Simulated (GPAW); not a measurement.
## PbS (Galena): optical spectrum from first principles

Aim: the dielectric function of PbS (Galena), and the optical constants that follow from it. The cell comes from an older database entry, whose edges can differ from later determinations, mostly by under a per cent.

Method: DFT, LDA, plane-wave PAW (GPAW data sets), scalar-relativistic, RPA, optical limit, in GPAW 26.7.0.

Most raw output is cut from this account.

The database entry behind the starting cell differs from later determinations by our own check (about 0.1 % short), so it need not match the best structure at ambient conditions.

### Step 1. The starting structure

It takes space group Fm-3m (No. 225, cubic). The conventional cell has a = 5.931 Å, b = 5.931 Å, c = 5.931 Å, α = 90.00°, β = 90.00°, γ = 90.00°. Nearest to Pb lie 6 S at 2.97 Å. Nearest to S lie 6 Pb at 2.97 Å. Farther neighbours and most contacts between anions are not listed.

### Step 2. Ground state

First the ground state: is it a metal or has it a gap?

This step: DFT, LDA, plane-wave PAW (GPAW data sets), scalar-relativistic, ground state (GPAW 26.7.0).

gs.py reads:

```python
from ase import Atoms
from ase.dft.bandgap import bandgap
from gpaw import GPAW, PW, FermiDirac

atoms = Atoms(['Pb', 'S'],
              cell=[[0.000000000000, 2.965750000000, 2.965750000000],
                    [2.965750000000, 0.000000000000, 2.965750000000],
                    [2.965750000000, 2.965750000000, 0.000000000000]],
              scaled_positions=[[0.000000000000, 0.000000000000, 0.000000000000],
                                [0.500000000000, 0.500000000000, 0.500000000000]],
              pbc=[True, True, True])
atoms.calc = GPAW(mode=PW(500), xc='LDA', kpts={'size': (7, 7, 7), 'gamma': True},
                  occupations=FermiDirac(0.05), maxiter=150, txt='gs.txt')
print('energy (eV)', atoms.get_potential_energy())
print('Fermi level (eV)', atoms.calc.get_fermi_level())
print('valence electrons', atoms.calc.get_number_of_electrons())
print('gap (eV)', bandgap(atoms.calc, output=None)[0])
print('direct gap (eV)', bandgap(atoms.calc, direct=True, output=None)[0])
atoms.calc.write('gs.gpw')
```

Command:

```sh
OMP_NUM_THREADS=1 python gs.py
```

Run time: 8.2 s. Hardware: 1 thread of Arm Neoverse V1, shared host; peak memory 0.14 GiB.

Numbers from this step:

- energy: -10.23 eV
- Fermi energy: 6.061 eV
- gap on the k-mesh: 0.8675 eV
- direct gap on the mesh: 0.8675 eV
- electrons: 20

There is a gap, 0.87 eV on this mesh (points off the mesh can give less), so no carriers' term is needed.

### Step 3. Bands for the response

At the fixed density, many empty bands are solved on the mesh of the response, since the spectrum sums over them.

This step: DFT, LDA, plane-wave PAW (GPAW data sets), scalar-relativistic, bands at fixed density (GPAW 26.7.0).

nscf.py reads:

```python
from ase.dft.bandgap import bandgap
from gpaw import GPAW, FermiDirac

calc = GPAW('gs.gpw').fixed_density(kpts={'size': (16, 16, 16), 'gamma': True}, nbands=43, convergence={'bands': 37},
                                    occupations=FermiDirac(0.001), txt='nscf.txt')
print('gap (eV)', bandgap(calc, output=None)[0])
print('direct gap (eV)', bandgap(calc, direct=True, output=None)[0])
print('top band over the Fermi level (eV)', min(calc.get_eigenvalues(kpt=k)[36] for k in range(len(calc.get_ibz_k_points()))) - calc.get_fermi_level())
calc.write('full.gpw', mode='all')
```

Command:

```sh
OMP_NUM_THREADS=1 python nscf.py
```

Elapsed: 4.9 min, on 1 thread; peak memory 0.32 GiB.

This step gave:

| Item | Value |
| --- | --- |
| gap on the k-mesh | 0.1870 eV |
| direct gap on the mesh | 0.1870 eV |

### Step 4. Dielectric function, RPA

Transitions between filled and empty bands, summed over the zone, give the optical response, so mesh, band count and broadening shape it.

The induced potential is part of this response.

This step: DFT, LDA, plane-wave PAW (GPAW data sets), scalar-relativistic, RPA, optical limit (GPAW 26.7.0).

df.py reads:

```python
from gpaw.response.df import DielectricFunction

df = DielectricFunction('full.gpw', frequencies={'type': 'nonlinear', 'domega0': 0.03, 'omega2': 8},
                        ecut=80,
                        eta=0.1,
                        nbands=37,
                        txt='df.txt')
for direction in ['x']:
    df.get_dielectric_function(xc='RPA', direction=direction, filename=f'df_{direction}.csv')
```

Command:

```sh
OMP_NUM_THREADS=1 python df.py
```

It took 33 s on 1 thread; peak memory 0.32 GiB.

Numbers from this step:

| Property | Result |
| --- | --- |
| electronic dielectric constant ε∞, mean over x, y and z (by symmetry where fewer were run) | 23.59 |
| centre of weight of the strongest loss peak in the window | 15.38 eV |

Some rows of df_x.csv (energy; Re and Im without local fields; Re and Im with them):

```text
0.000000, 25.156204, -0.000000, 23.587858, -0.000000
0.555532, 21.582592, 1.774214, 19.955775, 1.705882
1.143969, 22.570595, 5.484716, 20.709726, 5.211757
1.768324, 24.157881, 11.033712, 21.930934, 10.120578
2.431988, 22.099158, 24.546334, 19.898337, 21.719050
3.138794, -4.810954, 25.635842, -3.768633, 24.178592
3.893091, -4.780301, 11.711720, -4.638136, 10.642164
4.699832, -5.932853, 5.818072, -5.833282, 5.625713
5.564682, -3.255957, 3.734016, -3.335264, 3.510205
6.494155, -1.022044, 2.910404, -1.415248, 2.463272
7.495775, -1.375452, 2.499671, -1.631643, 2.052369
8.578281, -1.329033, 3.485541, -0.834437, 2.586257
9.751884, -0.960187, 2.237810, -0.626044, 1.569394
11.028587, -1.083804, 1.738513, -0.473741, 1.312040
12.422601, -0.934081, 1.175530, -0.243427, 1.153149
13.950874, -0.524215, 0.567918, -0.316614, 0.660567
15.633783, -0.052160, 0.375949, 0.134946, 0.379746
17.496047, 0.417902, 0.339567, 0.593614, 0.367829
19.567954, 0.327138, 0.517859, 0.440351, 0.630515
21.887015, 0.251492, 0.224302, 0.287850, 0.325212
24.500258, 0.495114, 0.170955, 0.581292, 0.242590
```

Sum at mesh points, not converged in k; values under the direct gap are tails of Lorentzian lines. Im ε, E ∥ x against photon energy; read off at these points:

photon energy (eV), Im ε, E ∥ x and a bar:
```
      0.0        0.0 
      0.2        5.5 #####
      1.0        3.4 ###
      2.0       16.6 ################
      3.0       31.3 ##############################
      4.0       11.5 ###########
      5.0        4.4 ####
      6.0        2.9 ###
      7.0        2.8 ###
      8.0        1.9 ##
      9.0        2.1 ##
     10.0        1.7 ##
     11.0        1.3 #
     12.0        1.2 #
     13.0        1.5 #
     14.0        0.6 #
     15.0        0.4 
     16.0        0.4 
     17.0        0.3 
     18.0        0.5 
     19.0        0.7 #
     20.0        0.6 #
     21.0        0.7 #
     22.0        0.3 
     23.0        0.2 
     24.0        0.2
```

The reflectivity at normal incidence, E ∥ x has structure finer than the step of the table below, so its rows give means over 1 eV, whole bins alone (the curve runs from 0 to 25.0 eV). Peaks (eV: height): 3.6: 65.3, 4.6: 64.5, 7.5: 44.0, 8.7: 32.6, 13.3: 37.4, 21.5: 11.2.

Sum at mesh points, not converged in k. Reflectivity at normal incidence, E ∥ x against photon energy; means over each step:

| photon energy (eV) | reflectivity at normal incidence, E ∥ x (%) |
| --- | --- |
| 1 | 41.5 |
| 2 | 47.2 |
| 3 | 59.7 |
| 4 | 59.3 |
| 5 | 57.9 |
| 6 | 49.2 |
| 7 | 36.3 |
| 8 | 28.7 |
| 9 | 30.9 |
| 10 | 29.4 |
| 11 | 25.5 |
| 12 | 22.7 |
| 13 | 27.6 |
| 14 | 31.4 |
| 15 | 21.9 |
| 16 | 12.2 |
| 17 | 4.44 |
| 18 | 2.70 |
| 19 | 5.35 |
| 20 | 6.30 |
| 21 | 7.82 |
| 22 | 8.26 |
| 23 | 4.18 |
| 24 | 2.66 |

The loss function −Im 1/ε at q → 0, E ∥ x has structure finer than the step of the table below, so its rows give means over 0.5 eV, whole bins alone (the curve runs from 0 to 25.0 eV). Peaks (eV: height): 15.25: 2.53, 21.75: 1.87.

Sum at mesh points, not converged in k; values under the direct gap are tails of Lorentzian lines. Table of loss function −Im 1/ε at q → 0, E ∥ x by energy loss; means over each step:

| energy loss (eV) | loss function −Im 1/ε at q → 0, E ∥ x |
| --- | --- |
| 0.5 | 0.00665 |
| 1.0 | 0.0107 |
| 1.5 | 0.0162 |
| 2.0 | 0.0213 |
| 2.5 | 0.0263 |
| 3.0 | 0.0336 |
| 3.5 | 0.0479 |
| 4.0 | 0.0739 |
| 4.5 | 0.0753 |
| 5.0 | 0.116 |
| 5.5 | 0.150 |
| 6.0 | 0.192 |
| 6.5 | 0.302 |
| 7.0 | 0.321 |
| 7.5 | 0.345 |
| 8.0 | 0.477 |
| 8.5 | 0.379 |
| 9.0 | 0.424 |
| 9.5 | 0.472 |
| 10.0 | 0.539 |
| 10.5 | 0.625 |
| 11.0 | 0.679 |
| 11.5 | 0.756 |
| 12.0 | 0.790 |
| 12.5 | 0.830 |
| 13.0 | 0.654 |
| 13.5 | 0.928 |
| 14.0 | 1.31 |
| 14.5 | 1.85 |
| 15.0 | 2.35 |
| 15.5 | 2.37 |
| 16.0 | 2.17 |
| 16.5 | 1.58 |
| 17.0 | 0.948 |
| 17.5 | 0.757 |
| 18.0 | 0.692 |
| 18.5 | 0.718 |
| 19.0 | 0.869 |
| 19.5 | 1.06 |
| 20.0 | 1.15 |
| 20.5 | 1.04 |
| 21.0 | 1.16 |
| 21.5 | 1.69 |
| 22.0 | 1.59 |
| 22.5 | 1.19 |
| 23.0 | 0.877 |
| 23.5 | 0.725 |
| 24.0 | 0.656 |
| 24.5 | 0.618 |

Sum at mesh points, not converged in k; values under the direct gap are tails of Lorentzian lines. The Im ε, E ∥ x by photon energy; read off at these points:

```
photon energy (eV)  without local fields  with local fields
               0.0                     0                  0
               0.2                  5.57               5.51
               1.0                  3.61               3.44
               2.0                  18.1               16.6
               3.0                  32.9               31.3
               4.0                  12.5               11.5
               5.0                  4.75               4.44
               6.0                  3.11               2.88
               7.0                  3.49               2.82
               8.0                  2.89               1.93
               9.0                  2.93               2.07
              10.0                  2.43               1.74
              11.0                  1.76               1.33
              12.0                  1.46               1.23
              13.0                 0.822               1.51
              14.0                 0.548              0.640
              15.0                 0.400              0.418
              16.0                 0.332              0.351
              17.0                 0.280              0.291
              18.0                 0.485              0.467
              19.0                 0.624              0.723
              20.0                 0.487              0.557
              21.0                 0.558              0.658
              22.0                 0.222              0.309
              23.0                 0.179              0.230
              24.0                 0.181              0.233
```

At chosen wavelengths:

```csv
wavelength (nm),n,k,R (%),1/α
1064,4.59,0.577,41.9,147 nm
633,5.06,1.527,48.2,33 nm
532,4.89,1.995,49.4,21 nm
450,4.50,3.145,55.2,11 nm
365,2.41,3.884,63.9,7.5 nm
308,1.89,3.019,56.7,8.1 nm
248,0.97,2.277,57.1,8.7 nm
```

Below the direct gap, k and the depth come from the tails of the Lorentzian lines, not from transitions.

### Step 5. What came out

```json
{"electronic dielectric constant ε∞, mean over x, y and z (by symmetry where fewer were run) (RPA)": "23.6", "centre of weight of the strongest loss peak in the window, first axis": "15.4 eV"}
```

What this shows: At this level (LDA, RPA) PbS has ε∞ = 23.6 and n = 4.33 at 1550 nm. On the mesh the gap is 0.19 eV and the least direct gap 0.19 eV. Local fields change the static value along x from 25.16 to 23.59 (-6 %). Excitons and phonon-assisted transitions are missing; LDA gaps are as a rule too small, which pulls the onset down and ε∞ up, while the missing spin-orbit coupling works the other way with such heavy atoms. Spin-orbit coupling is left out although heavy atoms are present. The gap is small and seen on the mesh alone; bands may touch between the points, and no carriers' term was added. The sum runs over mesh points 0.11 Å⁻¹ apart with no interpolation, so peaks are partly noise of the mesh; over so small a direct gap single mesh points weigh heavily, so ε∞, n and their changes from run to run can be far off.

[Machine, clock and banner lines and Python warnings are left out of the logs.]

[Logs are printed without paths, hosts, clocks, repeated set-up lines and the standing remarks that a program may print on its own settings, such as how far it seeks lower states.]

[Hosts, paths, dates, database ids (printed as entryN), source tags and the programs' standing remarks are cut or masked in the printed files.]
